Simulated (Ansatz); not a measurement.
# SnH2 (model cell, started as CdI2 type): following an unstable mode, part 3 of 3

Which phase does SnH2 (model cell, started as CdI2 type) fall into along its unstable mode, and how much energy does it gain?

Ansatz 0.2.0; DFT PBEsol, scalar-relativistic, plane waves, PAW.

So far. Step 5 (Energy along the mode, all amplitudes (two of the runs …): The lowest step is at 0.22 Å, 1.76 meV/atom below the parent, and the energy rises beyond it. Step 7 (The new phase in its own primitive cell): The forces vanish by symmetry and the pressure is 0.000 GPa, within the tolerances set. The cell now holds 15.14 Å³/atom. The relaxed cell has a = 3.923, c = 2.951 Å (conventional setting).

The structure was built from a prototype and need not be the compound's stable phase.

**8. Modes of the new phase, k-mesh 10×10×14**

A relaxed structure may still be a saddle point, so its zone-centre modes are computed. No field response is asked, since the mesh shows no gap.

File input.yaml:

```yaml
crystal:
  lattice:
    - [3.9228357864, 0.0, 0.0]
    - [0.0, 3.9228357864, 0.0]
    - [0.0, 0.0, 2.9509914654]
  atoms:
    - { symbol: Sn, position: [0.0, 0.0, 0.0] }
    - { symbol: H, position: [0.0, 0.5, 0.0] }
    - { symbol: H, position: [0.5, 0.0, 0.0] }
kpoints:
  mp_grid: { grid: [10, 10, 14] }
hamiltonian:
  xc: pbesol
scf:
  occupations: { method: methfessel_paxton, width: 0.2 }
output:
  eigenvalues: true
phonons:
  method: dfpt
```

The run is started by

```bash
> ansatz run input.yaml --threads 4 --pin off --max-ram 7168MiB --backend cpu --events-out ev --progress --plain --runs-dir out
```

The program printed:

```text
zone centre: on kpoints.mp_grid the ground state, and the responses unless they are solved on pairs of k-points, stand on 288 of the mesh's 1400 k-points, reduced under 8 symmetry operations, with k and −k counted as one. Each operation leaves every solved displacement unchanged or reverses it
[...]
Crystal: 3 atoms, lattice volume = 45.412 Å³
Basis set: ecut = 420 eV, 897 PW (Γ), exchange–correlation on 54×54×40 points (8 copies of the dense FFT grid, shifted against one another)
Bands: 12, of which v1, the nominal top of the filled ones, is band 8 counted from 1 (7 counted from 0)
Symmetry: 16 space group operations
k-points: 288 of 1400 (irreducible under 8 space group operations)
[...]
SCF iter   1: F=—  HF=-5980.129218 eV  |F-HF|=—  |Δ(HF+E_count)|=         —  Δρ=8.28e-3  dr2=2.69e-2  ethr=1.77e-3  ⟨swp⟩=5.1  Hψ=20140  notcnv=0
[...]
SCF iter  10: F=-5980.120175 eV  HF=-5980.120175 eV  |F-HF|=3.27e-11  |Δ(HF+E_count)|=  6.00e-10  S|Δr|=    0.00e0  Δρ=1.39e-7  dr2=8.27e-12  ethr=1.00e-12  ⟨swp⟩=4.8  Hψ=16378  notcnv=0
the search or the solves at the SCF's close seem to have found levels that the self-consistency loop had missed (the run counts 2). By its estimate they hold under 1e-12 electrons; where the run keeps them, the occupations were computed again with them
SCF 1 converged in 10 iterations: F = -5980.120175 eV  dr2 = 8.27e-12
[...]
DFPT response loops at Γ: preconditioner auto → Kerker (q_TF=auto, 2.293 Å⁻¹) (partly filled bands, converged f_vac=0.105); β = 1.00, the filter's whole step (`scf.mixing.beta` (0.50) is not read by the response loops under this deck's `scf.mixing.preconditioner`; to damp them name `kerker` or `kerker_dos`, under which they read `scf.mixing.beta`, and type it under 1.00, their step now; both keys bind the ground state too); Broyden in place of MSR1
SCF converged after 10 iterations
[...]
Free energy (F): -5980.120175 eV
[...]
Internal energy: -5980.120427 eV  (E = F + TS)
E sigma→0 (E₀):  -5980.120238 eV
Entropy (-TS):   0.000251 eV (0.084 meV/atom)
Fermi energy:    5.541610 eV
[...]
--- Band table (eV; the first three rows and the last of 288) ---
  k-point 0: bands = [... 4 lower, -15.7269, -5.2624, 3.4830, 6.1932, 6.1932, 7.7058, 13.0595, 13.5330]
  k-point 1: bands = [... 4 lower, -15.7351, -5.1823, 3.5280, 6.2841, 6.2841, 7.6642, 11.6421, 14.6536]
  k-point 2: bands = [... 4 lower, -15.7579, -4.9431, 3.6578, 6.5512, 6.5512, 7.3633, 10.2529, 15.4602]
  k-point 287: bands = [... 4 lower, -15.6122, 1.0182, 1.0182, 1.6210, 3.5997, 9.8623, 9.8623, 10.9911]
--- Phonons (Γ-DFPT): 5 representative perturbations + reference, on 288 of 1400 k-points (Σ response iterations 16) ---
  k mesh reduced under 8 symmetry operations, with k and −k counted as one. Each operation leaves every solved displacement unchanged or reverses it
  ASR residual: 3.514e-5 → 0.000e0 eV/Å²; symmetrization residual: 7.166e-7 eV/Å²
  ASR residual per site (eV/Å²): 3.51e-5 2.24e-5 2.24e-5
  Γ frequencies (cm⁻¹): 0.00 0.00 0.00 357.00 435.41 463.81 463.81 1061.52 1061.52
  non-analytic LO–TO correction: not included (Born effective charges unavailable; polar crystals: no LO–TO splitting at Γ)
```

Elapsed: 16 s, on 4 threads of Arm Neoverse V2, shared host; peak memory 0.75 GiB; 60 s of CPU time.

Read from the output:

```
sum-rule residual before enforcement                    : 3.51e-5 eV/Å²
point group                                             : 4/mmm
highest optical mode at the zone centre (no LO-TO term) : 1062 cm⁻¹
lowest optical zone-centre mode                         : 357 cm⁻¹
```

Patterns of degenerate modes are one choice out of their space. Modes at Γ, with each element's share of the kinetic energy:

| mode | frequency (cm⁻¹) | symmetry | Sn % | H % |
| --- | --- | --- | --- | --- |
| 1 | 0.0 | acoustic | 98 | 2 |
| 2 | 0.0 | acoustic | 98 | 2 |
| 3 | 0.0 | acoustic | 98 | 2 |
| 4 | 357.0 | A2u | 2 | 98 |
| 5 | 435.4 | B2u | 0 | 100 |
| 6 | 463.8 | Eu | 1 | 99 |
| 7 | 463.8 | Eu | 1 | 99 |
| 8 | 1061.5 | Eu | 0 | 100 |
| 9 | 1061.5 | Eu | 0 | 100 |

Displacements in mode 4 (357.0 cm⁻¹), the largest set to 1:
```
Sn1  0.00  0.00 -0.02
H2   0.00  0.00  1.00
H3   0.00  0.00  1.00
```

Displacements in mode 9 (1061.5 cm⁻¹), the largest set to 1:
```
Sn1  0.00 -0.01  0.00
H2   0.00  1.00  0.00
H3   0.00 -0.26  0.00
```

Before it was imposed, the acoustic sum rule was missed by 3.5e-5 eV/Å². Small misses are needed for a sound result but don't prove that mesh and cutoff are converged. The lowest optical mode is real, 357 cm⁻¹.

**9. Results**

```
unstable mode of the parent                                                      : q = (0, 0, 0), 281i cm⁻¹
depth at the lowest point sampled                                                : 1.76 meV/atom
largest atomic shift at that point                                               : 0.22 Å
space group reached                                                              : P4/mmm
energy gained over the parent (first relaxation, on the mesh of the frozen mode) : 102 meV/atom
volume per atom, phase reached                                                   : 15.1 Å³
lowest optical zone-centre mode, phase reached                                   : 357 cm⁻¹
highest optical mode at the zone centre (no LO-TO term), phase reached           : 1062 cm⁻¹
```

What this shows: Along this mode the structure falls into P4/mmm, 102 meV/atom below the parent. At the parent's cell the well is 1.762 meV/atom deep on the steps tried, with its lowest point at a shift of 0.22 Å. Relaxing atoms and cell changes the gain by +99.96 meV/atom against the lowest step (energies at zero smearing). Most of the total comes from this relaxation. The new phase has no imaginary mode at the zone centre of its cell; other wavevectors were not checked. Of the 3 patterns followed from this parent, this one reaches the lowest energy. Each path keeps the symmetry of its pattern, so a lower phase may lie along a pattern not tried. With no gap, or one that is small against the smearing, the frequencies hang on the k mesh and the smearing, most of all near Kohn anomalies. The volume moved by more than a tenth on the k mesh of the start, so the energy gain is rough. Spin-orbit coupling is left out, which can matter for the heavy elements here. A phonon run warned that its eigensolver left some bands unconverged in a pass. The starting cell was built on a prototype and not taken from a measurement, so the phase need not exist.

[Long decimals in the printed logs are rounded to 6 places.]

[Logs are printed without paths, hosts, clocks, repeated set-up lines and the standing remarks that a program may print on its own settings, such as how far it seeks lower states.]

[Hosts, paths, dates, database ids (printed as entryN), source tags and the programs' standing remarks are cut or masked in the printed files.]

[Where the starting crystal was built by hand or by swapping elements, it need not be the compound's stable phase.]
